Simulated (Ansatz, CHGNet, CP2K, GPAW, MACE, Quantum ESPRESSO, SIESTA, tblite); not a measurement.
**Other levels on random packing of C68N32 (at. %) (79 atoms)**

Density of this cell: 2.36 g/cm³. The cell holds 79 atoms: 54 C and 25 N. Cell: a = 8.889 Å, b = 8.889 Å, c = 8.889 Å, α = 90.0°, β = 90.0°, γ = 90.0°. 79 atoms (54 C, 25 N) packed at random in a cube at 2.36 g/cm³ and pushed apart as soft spheres; a start for melting by ab initio MD, not an equilibrated structure. Then every atom was moved at random, 0.02 Å r.m.s. a Cartesian component.

Geometry: as built.

The reference, a calculation:

* method: Kohn-Sham DFT, PBE, SSSP efficiency 1.3.0 pseudopotentials, plane waves (Quantum ESPRESSO 7.5); sssp-pbe-1.3.0-efficiency, cutoffs 60/480 Ry, Γ point
* r.m.s. force component: 1.953 eV/Å
* longest force: 5.878 eV/Å
* pressure: -24.14 GPa
* time: 2.8 min on 2 MPI ranks of Arm Neoverse V2, shared host
* CPU time: 5.6 min

**Question.** The same geometry is run in other programs. How far does each lie from the reference, and what does it cost?
- tblite IPEA1-xTB (tblite 0.8.0; 1 thread)
- GPAW PBE, LCAO dzp, h 0.18 Å, other mixer settings (GPAW 26.7.0; 2 MPI ranks)
- SIESTA RPBE, PBE potentials, DZP, shift 0.01 Ry, mesh 500 Ry (SIESTA 5.4.2; 2 MPI ranks)
- MACE MP-0b2 small potential (MACE MP-0b2 small; 1 thread)
- SIESTA PBE, SZ, shift 0.01 Ry, mesh 500 Ry (SIESTA 5.4.2; 1 thread)
- GPAW PBE, LCAO szp(dzp), h 0.18 Å (GPAW 26.7.0; 1 thread)
- CP2K PBE, DZVP-MOLOPT-SR, 600/50 Ry, diagonalisation (CP2K 2026.2; 4 MPI ranks)
- CP2K PBE, DZVP-MOLOPT-SR, 600/70 Ry, diagonalisation (CP2K 2026.2; 4 MPI ranks)
- QE PBE, gbrv-1.5, 40/200 Ry (Quantum ESPRESSO 7.5; 2 MPI ranks)
- SIESTA PBE, DZP, shift 0.01 Ry, mesh 500 Ry (SIESTA 5.4.2; 2 MPI ranks)

Differences are against the plane-wave reference, forces as r.m.s. over components; share is that over the reference's r.m.s. force, slope the least-squares factor from reference forces to these. Total energies of different programs have different zeros and aren't compared.

```
                                                         run  Δ force, r.m.s. (meV/Å)  share (%)  slope  Δ pressure (GPa)  cores  CPU time  memory (GiB)
                                                   reference                        -          -      -                 -      2   5.6 min           1.7
                                            tblite IPEA1-xTB                     2057        105  1.798             -72.6      1     6.4 s          0.11
          GPAW PBE, LCAO dzp, h 0.18 Å, other mixer settings                     78.6       4.02  0.981                 -      2   3.7 min           1.0
SIESTA RPBE, PBE potentials, DZP, shift 0.01 Ry, mesh 500 Ry                     89.7       4.59  0.998              4.34      2   6.2 min           1.6
                                 MACE MP-0b2 small potential                      974       49.9  1.033             -4.92      1     6.7 s          0.67
         SIESTA PBE, SZ, shift 0.01 Ry, mesh 500 Ry (coarse)                     1405       71.9  0.572              23.3      1      86 s          0.65
                  GPAW PBE, LCAO szp(dzp), h 0.18 Å (coarse)                      525       26.9  0.816                 -      1   2.3 min          0.79
        CP2K PBE, DZVP-MOLOPT-SR, 600/50 Ry, diagonalisation                      101       5.19  1.032            -0.695      4   7.2 min           2.6
        CP2K PBE, DZVP-MOLOPT-SR, 600/70 Ry, diagonalisation                      101       5.19  1.032            -0.695      4   8.6 min           2.6
                                 QE PBE, gbrv-1.5, 40/200 Ry                     7.70      0.394  1.000            0.0834      2      96 s          0.58
                 SIESTA PBE, DZP, shift 0.01 Ry, mesh 500 Ry                      105       5.38  0.983              1.89      2   6.2 min           1.6
```

Rows marked coarse use a setting chosen to be so.

Times of the machine-learned potentials are mostly Python's start and the loading of weights.

CPU time is summed over cores on a shared host, where runs went side by side, so it is rough. Symmetry, cutoffs, thresholds, outputs and thread counts weren't matched or tuned between programs; memory under MPI is the largest rank's times the ranks.

PBE on plane waves or a grid with other potentials, cutoffs or grids, coarse settings apart, differs from the reference by 0.39 % (QE PBE, gbrv-1.5, 40/200 Ry) of the r.m.s. force; this holds the reference's own error, so differences of a few per cent don't tell which side is nearer the exact PBE result. The PBE runs in local orbitals, coarse settings apart, differ by 4.0 % (GPAW PBE, LCAO dzp, h 0.18 Å, other mixer settings) to 5.4 % (SIESTA PBE, DZP, shift 0.01 Ry, mesh 500 Ry); basis, grid and potentials can all enter. Tight binding differs by 105 % (tblite IPEA1-xTB); it is another model, with fitted parameters of its own, and the xTB methods hold dispersion. Machine-learned potentials differ by 50 % (MACE MP-0b2 small potential); they were trained on other programs' data. That alone wouldn't give differences this large: the cell likely lies far from what they were trained on. Periodic xTB results under one method name differ between programs and library versions. The electron count is odd in these runs, and they have no spin polarisation, so the unpaired electron is spread evenly over both spins. Machine-learned potentials mimic data converged in k, so the reference's own k-point error enters their differences. The electronic-structure runs sample only Γ, in a cell whose shortest periodic width is 9 Å, which is coarse for a cell with partly filled levels.

[Long decimals in the printed logs are rounded to 6 places.]

[Logs are printed without paths, hosts, clocks, repeated set-up lines and the standing remarks that a program may print on its own settings, such as how far it seeks lower states.]

[Hosts, paths, dates, database ids (printed as entryN), source tags and the programs' standing remarks are cut or masked in the printed files.]
